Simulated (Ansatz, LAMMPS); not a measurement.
**Relaxing a frame of liquid (K,Cs)F from 1400 K (88 atoms)**

Aim: bring a frame of liquid (K,Cs)F from 1400 K (88 atoms) to a nearby minimum of the energy and see what moves.

Method: Kohn-Sham DFT, PBE, PAW (set soft_2), plane waves, in Ansatz 0.2.0.

### 1. The starting structure

The cell holds 88 atoms: 15 K, 29 Cs and 44 F. Cell: a = 14.875 Å, b = 14.875 Å, c = 14.875 Å, α = 90.0°, β = 90.0°, γ = 90.0°. 88 atoms (15 K, 29 Cs, 44 F) placed at random at 2.66 g/cm³, melted at 1800 K for 10 ps at fixed volume with the Lennard-Jones and Coulomb ion parameters for SPC/E (Joung and Cheatham, J. Phys. Chem. B 112, 9020 (2008)), full charges. Snapshot at the end of a hold of 20 ps at 1400 K and fixed volume.

Limits known from the start: The network of bonds at the start is that of the classical potential that made the cell. The ion parameters were fitted for water, not for melts, so the starting structure of this cell may lie well off the real melt's. Sampling is at Γ alone, for a cell whose shortest periodic width is 15 Å. Spin–orbit coupling is left out, which matters for the levels of the heavy elements.

### 2. Single point at the start

The forces at the start show how far the geometry lies from a minimum of this functional.

File input.yaml:

```yaml
crystal:
  lattice:
    - [14.8753, 0.0, 0.0]
    - [0.0, 14.8753, 0.0]
    - [0.0, 0.0, 14.8753]
  atoms:
    - { symbol: K, position: [0.24941, 0.3783, 0.75496] }
    - { symbol: K, position: [0.84377, 0.24391, 0.54654] }
    - { symbol: K, position: [0.95411, 0.70637, 0.0942] }
    - { symbol: K, position: [0.58196, 0.74149, 0.03478] }
    [... 78 atom lines left out ...]
    - { symbol: F, position: [0.07761, 0.881, 0.47929] }
    - { symbol: F, position: [0.95522, 0.32674, 0.91101] }
    - { symbol: F, position: [0.36098, 0.5938, 0.71463] }
    - { symbol: F, position: [0.43296, 0.35231, 0.79645] }
    - { symbol: F, position: [0.95996, 0.7159, 0.26391] }
    - { symbol: F, position: [0.12959, 0.0717, 0.88938] }
kpoints:
  mp_grid: { grid: [1, 1, 1] }
hamiltonian:
  xc: pbe
scf:
  occupations: { method: fermi_dirac, width: 0.025 }
output:
  forces: true
  stress: true
  populations: true
  dos:
    method: { smearing: { sigma: 0.1 } }
    de: 0.1
    projected: { site_lists: { Cs: [Cs], F: [F], K: [K] } }
  eigenvalues: true
```

Launch:

```console
ansatz run input.yaml --threads 4 --pin off --max-ram 8192MiB --backend cpu --events-out ev --progress --plain --runs-dir out
```

Run time: 23 s. Hardware: 4 threads of AMD EPYC 9R45, shared host; peak memory 4.1 GiB.

The run gave:

```yaml
free_energy: -223175.5764 eV
free_energy_per_atom: -2536.0861 eV/atom
scf_cycles: 10
pressure: -0.3547 GPa
r_m_s_force_component: 0.3891 eV/Å
longest_force: 1.835 eV/Å
fermi_energy: 2.277 eV
spacing_of_highest_filled_and_lowest_empty_level: 2.951 eV
spilling_of_the_projection: 0.006788
```

The r.m.s. force component of 0.39 eV/Å and the pressure of -0.35 GPa set the starting point.

Length of the force by element:

```csv
element,coordination,atoms,mean length of the force (eV/Å),spread,least,most
Cs,all,29,0.702,0.434,0.217,1.83
F,all,44,0.520,0.225,0.179,1.35
K,all,15,0.562,0.301,0.134,1.12
```

### 3. Cell and atoms relaxed

Cell and atoms are freed together, to release stress as well as forces.

input.yaml, the sections that differ from step 2:

```yaml
output:
  forces: true
relax:
  f_tol: 0.05
  max_steps: 122
  cell: {}
# crystal, kpoints, hamiltonian, scf: as in step 2
```

The job ended after 11 min (4 threads; peak memory 4.2 GiB).

Step by step (22 of 48):

```csv
step,energy less that of the first step (eV),largest force component (eV/Å),pressure (GPa),volume (Å³)
1,0.0000,1.2904,-0.35,3291.53
3,-6.0892,0.4438,-0.30,3161.00
5,-9.2932,0.2554,0.02,3014.64
8,-11.1751,0.1426,-0.01,2934.39
10,-11.8193,0.1114,-0.01,2910.81
12,-12.2493,0.0985,-0.02,2891.50
14,-12.7046,0.0946,-0.01,2856.71
17,-13.2564,0.2197,0.00,2810.13
19,-13.5953,0.1135,0.01,2794.58
21,-13.7450,0.0690,0.00,2790.52
23,-13.8553,0.0846,0.01,2781.73
26,-14.0394,0.1688,0.04,2774.30
28,-14.2464,0.1362,0.02,2770.87
30,-14.4237,0.0583,0.01,2766.88
32,-14.5795,0.0405,0.00,2763.48
35,-14.7024,0.0475,0.01,2758.74
37,-14.7955,0.0668,-0.02,2755.55
39,-14.8889,0.0904,0.01,2747.84
41,-14.9216,0.1734,0.01,2747.31
44,-14.8826,0.0630,-0.09,2725.04
46,-14.9877,0.0583,0.03,2692.56
48,-14.9618,0.0299,0.00,2684.72
```

```csv
cell as run,before,after,change
a (Å),14.875,13.660,-8.2 %
b (Å),14.875,13.758,-7.5 %
c (Å),14.875,14.389,-3.3 %
α (°),90.00,83.47,-7.3 %
β (°),90.00,88.09,-2.1 %
γ (°),90.00,88.71,-1.4 %
volume (Å³/atom),37.40,30.51,-18.4 %
```

The atoms that moved most (Å, as changes of fractional coordinates times the final cell):

```csv
atom,dx,dy,dz,length
F84,-1.052,2.416,0.874,2.776
F72,0.098,-1.132,-2.149,2.431
K9,0.710,1.705,1.220,2.214
F85,0.122,-1.804,-1.262,2.205
Cs34,0.873,1.980,-0.130,2.168
Cs40,-1.456,-1.266,0.923,2.139
Cs19,0.445,0.487,-1.745,1.865
F86,-0.343,-1.054,1.402,1.787
```

The relaxation changed the energy by -170 meV/atom, and atoms moved by 1.2 Å r.m.s., 2.8 Å at most.

### 4. Distances and neighbours after relaxation

Bonds before and after, by the cutoffs listed below:

```csv
pair,bonds before,bonds after,mean before (Å),mean after (Å),spread before (Å),spread after (Å)
F-Cs,114,137,2.975,2.978,0.263,0.152
F-K,52,69,2.771,2.668,0.221,0.121
```

Density 3.26 g/cm³, 30.51 Å³ an atom.

Pair distribution functions g(r), in bins of 0.2 Å:

```csv
r (Å),total,F-F,F-Cs,F-K,Cs-Cs,Cs-K,K-K
2.40,0.05,0.00,0.00,0.26,0.00,0.00,0.00
2.60,1.83,0.00,0.00,10.75,0.00,0.00,0.00
2.80,2.39,0.00,5.08,4.21,0.00,0.00,0.00
3.00,2.04,0.00,6.03,0.36,0.00,0.00,0.00
3.20,0.50,0.00,1.42,0.17,0.00,0.00,0.00
3.40,0.33,0.56,0.50,0.13,0.00,0.00,0.00
3.60,0.88,2.19,0.44,0.00,0.00,0.73,3.65
3.80,1.14,1.93,0.17,0.11,0.69,3.92,2.00
4.00,1.43,2.06,0.36,0.10,3.30,3.09,2.38
4.20,1.07,1.69,0.42,0.28,1.75,2.09,1.09
4.40,1.04,1.30,0.48,0.60,2.39,1.52,0.97
4.60,0.86,1.10,0.27,0.77,1.69,1.29,1.32
4.80,0.90,1.54,0.47,0.85,1.10,0.64,0.85
5.00,0.73,0.84,0.63,0.58,0.82,0.89,0.74
5.20,0.95,0.98,0.96,1.09,0.74,0.91,0.71
5.40,0.98,0.73,0.92,1.50,1.23,0.84,0.32
5.60,1.17,0.74,1.42,1.29,1.21,1.17,0.92
5.80,1.14,0.91,1.47,1.62,0.45,0.81,0.28
6.00,1.05,0.68,1.34,1.62,0.63,0.62,0.77
6.20,1.01,0.74,1.35,1.17,0.60,0.89,0.50
6.40,0.96,0.64,1.59,0.91,0.37,0.66,0.23
6.60,0.93,0.76,1.10,1.15,0.88,0.63,0.43
```

Bonds by pair of elements; cutoffs follow the first minimum of g(r), held within bounds set by covalent radii, and pairs that aren't listed don't count as bonded:

```csv
pair A-B,cutoff (Å),bonds,mean length (Å),spread (Å),shortest (Å),B about A,A about B
F-Cs,3.52,137,2.98,0.152,2.71,3.11,4.72
F-K,3.33,69,2.67,0.121,2.50,1.57,4.6
```

How many atoms have how many bonded neighbours:

```csv
element,mean,3,4,5,6
Cs,4.72,2,8,15,4
F,4.68,1,18,19,6
K,4.6,0,7,7,1
```

Bond angles, per cent of each kind in bins of 5°:

```csv
angle (°),F-Cs-F,Cs-F-K,Cs-F-Cs,F-K-F,K-F-K
60–65,0.4,0.0,0.0,0.0,0.0
65–70,1.1,0.0,0.0,0.0,0.0
70–75,9.8,0.5,1.2,0.8,2.7
75–80,9.8,3.2,5.5,6.3,5.4
80–85,11.0,16.4,16.4,11.8,13.5
85–90,9.8,19.0,10.9,15.0,5.4
90–95,8.0,12.7,13.3,11.8,21.6
95–100,7.2,7.9,10.9,8.7,5.4
100–105,2.3,6.3,4.2,6.3,8.1
105–110,5.3,4.2,6.1,5.5,5.4
110–115,5.3,2.1,3.0,4.7,0.0
115–120,3.8,2.1,4.2,3.1,2.7
120–125,1.9,2.1,1.8,4.7,8.1
125–130,3.8,2.6,1.2,1.6,2.7
130–135,3.4,1.1,3.6,3.9,5.4
135–140,1.9,2.1,2.4,1.6,0.0
140–145,1.9,1.1,3.6,3.1,2.7
145–150,4.2,2.6,1.8,0.0,0.0
150–155,1.9,3.7,1.2,3.9,0.0
155–160,2.3,2.1,1.8,0.8,2.7
160–165,3.0,2.6,1.8,3.1,2.7
165–170,1.1,2.6,2.4,1.6,5.4
170–175,0.8,1.6,2.4,1.6,0.0
175–180,0.0,1.1,0.0,0.0,0.0
```

Bond angles (no mean is given where the spread exceeds 20°):

```csv
angle,count,mean (°),spread (°)
F-Cs-F,264,-,-
Cs-F-K,189,-,-
Cs-F-Cs,165,-,-
F-K-F,127,-,-
K-F-K,37,-,-
```

Bond length by coordination (bonds to H left out):

```csv
element,coordination,atoms,mean bond length (Å)
Cs,3,2,2.88
Cs,4,8,2.90
Cs,5,15,3.00
Cs,6,4,3.04
F,3,1,2.81
F,4,18,2.81
F,5,19,2.90
F,6,6,2.96
K,4,7,2.59
K,5,7,2.71
K,6,1,2.76
```

First main peaks of g(r), for some of the pairs, lie near 2.9 Å (F-Cs), 2.6 Å (F-K), 4.1 Å (Cs-Cs), 3.9 Å (Cs-K) and 3.7 Å (K-K). With the cutoffs above, 52 % of Cs atoms have 5, 43 % of F atoms have 5 and 47 % of K atoms have 4 and as many 5 bonded neighbours.

### 5. Single point at the relaxed geometry

The electronic structure is read at the final geometry, in a run of its own.

File input.yaml:

```yaml
crystal:
  lattice:
    - [13.65719, 0.14818, 0.22966]
    - [0.14818, 13.73432, 0.80018]
    - [0.22966, 0.80018, 14.36484]
  atoms:
    - { symbol: K, position: [0.28555, 0.3379, 0.7693] }
    - { symbol: K, position: [0.78422, 0.22638, 0.58261] }
    - { symbol: K, position: [0.96583, 0.74182, 0.02974] }
    - { symbol: K, position: [0.59552, 0.82288, 0.03834] }
    [... 78 atom lines left out ...]
    - { symbol: F, position: [0.02611, 0.80922, 0.4724] }
    - { symbol: F, position: [0.87545, 0.50046, 0.96342] }
    - { symbol: F, position: [0.37263, 0.46704, 0.63366] }
    - { symbol: F, position: [0.40699, 0.26985, 0.89905] }
    - { symbol: F, position: [0.97677, 0.66071, 0.20018] }
    - { symbol: F, position: [0.13594, 0.10867, 0.91238] }
kpoints:
  mp_grid: { grid: [1, 1, 1] }
hamiltonian:
  xc: pbe
scf:
  occupations: { method: fermi_dirac, width: 0.025 }
output:
  forces: true
  stress: true
  populations: true
  dos:
    method: { smearing: { sigma: 0.15 } }
    de: 0.1
    projected: { site_lists: { Cs: [Cs], F: [F], K: [K] } }
  eigenvalues: true
  write_density: true
  write_potential: true
  volumetric_format: npy
```

Wall time 18 s (4 threads); peak memory 3.5 GiB.

The program notes that the exchange-correlation potential is rough where the density is thin.

The run gave:

```yaml
free_energy: -223190.5382 eV
free_energy_per_atom: -2536.2561 eV/atom
scf_cycles: 9
pressure: -0.002833 GPa
r_m_s_force_component: 0.00806 eV/Å
longest_force: 0.03792 eV/Å
fermi_energy: 3.291 eV
spacing_of_highest_filled_and_lowest_empty_level: 4.318 eV
spilling_of_the_projection: 0.006354
```

Löwdin charges by element and coordination (they lack the spilled electrons, 0.051 e an atom on average):

```csv
element,coordination,atoms,mean charge (e),spread,least,most
Cs,all,29,0.931,0.0095,0.908,0.950
Cs,3,2,0.935,9.0e-4,0.934,0.936
Cs,4,8,0.932,0.0099,0.919,0.950
Cs,5,15,0.930,0.01,0.908,0.949
Cs,6,4,0.930,0.0084,0.916,0.936
F,all,44,-0.793,0.003,-0.800,-0.786
F,3,1,-0.797,0,-0.797,-0.797
F,4,18,-0.794,0.0032,-0.800,-0.789
F,5,19,-0.793,0.0021,-0.797,-0.789
F,6,6,-0.790,0.002,-0.792,-0.786
K,all,15,0.825,0.0079,0.811,0.842
K,4,7,0.826,0.0086,0.811,0.842
K,5,7,0.823,0.0073,0.814,0.833
K,6,1,0.827,0,0.827,0.827
```

Density of states as counts of states in windows of 1 eV (from the Fermi level), total and the larger projections:

```csv
from (eV),to (eV),total,F p,Cs p,Cs s
-10,-9,0.0,0.0,0.0,0.0
-9,-8,49.3,1.4,47.2,0.4
-8,-7,124.5,3.3,119.8,0.6
-7,-6,0.2,0.0,0.2,0.0
-6,-4,0.0,0.0,0.0,0.0
-4,-3,19.4,18.4,0.2,0.2
-3,-2,244.3,232.8,4.7,1.6
-2,-1,0.2,0.2,0.0,0.0
-1,1,0.0,0.0,0.0,0.0
1,2,0.2,0.0,0.0,0.1
2,3,5.5,0.1,0.1,3.8
3,4,21.7,0.6,0.4,10.0
4,5,54.9,1.1,0.5,12.2
```

Between -26 and -10 eV lie 236 more states.

The stored curve holds about 674 of the 704 electrons; the rest, give or take the few that broadening carries across the Fermi level, lie in deeper levels below its range.

The levels nearest the highest filled one (over half full), pooled over k-points and spins:

```csv
level less the highest filled one (eV),occupation
-0.113,2
-0.107,2
-0.102,2
-0.0991,2
-0.0811,2
0,2
4.32,0
4.94,0
5.14,0
5.24,0
5.44,0
5.67,0
```

Mean Löwdin charges: Cs +0.93, F -0.79, K +0.82 e (they miss 0.64 % of the electrons, so they add up to more than the cell's charge). The largest share in the top eV of filled states is F p (97 % of the projected weight), and in the lowest eV of empty states Cs s (78 % of the projected weight).

### 6. Outcome

| Item | Value |
| --- | --- |
| energy change in the relaxation | -170 meV/atom |
| r.m.s. displacement | 1.17 Å |
| largest displacement | 2.776 Å |
| free energy per atom | -2536.2561 eV/atom |
| pressure | -0.002833 GPa |
| r.m.s. force component | 0.00806 eV/Å |
| gap (highest filled to lowest empty level) | 4.318 eV |
| wall time of the 3 DFT runs | 11 min |

Relaxation lowers the energy by 170 meV/atom and moves atoms by 1.2 Å r.m.s.; the r.m.s. force component goes from 0.39 to 0.0081 eV/Å, the pressure goes from -0.35 to -0.0028 GPa, and the gap from 2.95 to 4.32 eV. Displacements are taken in the final cell, so they leave out its strain. By the final cutoffs 17 of 166 bonded pairs parted and 57 joined. The cell shrank by 18.4 % in volume. First to last step the energy falls by 14.962 eV; the largest move, 2.78 Å, is that of F84. The F-K bonds change most in mean length: from 2.771 Å (spread 0.221) to 2.668 Å (spread 0.121), and their number from 52 to 69. With the cutoffs above, 52 % of Cs atoms have 5, 43 % of F atoms have 5 and 47 % of K atoms have 4 and as many 5 bonded neighbours. The highest filled and lowest empty levels differ by 4.32 eV (at Γ alone); a semilocal functional tends to put such gaps too low. In a disordered cell it changes from sample to sample and from frame to frame.

What to keep in mind: The network of bonds at the start is that of the classical potential that made the cell; in DFT 17 of its 166 bonded pairs passed out of the cutoffs and 57 came within them.

[Logs are printed without paths, hosts, clocks, repeated set-up lines and the standing remarks that a program may print on its own settings, such as how far it seeks lower states.]

[Hosts, paths, dates, database ids (printed as entryN), source tags and the programs' standing remarks are cut or masked in the printed files.]
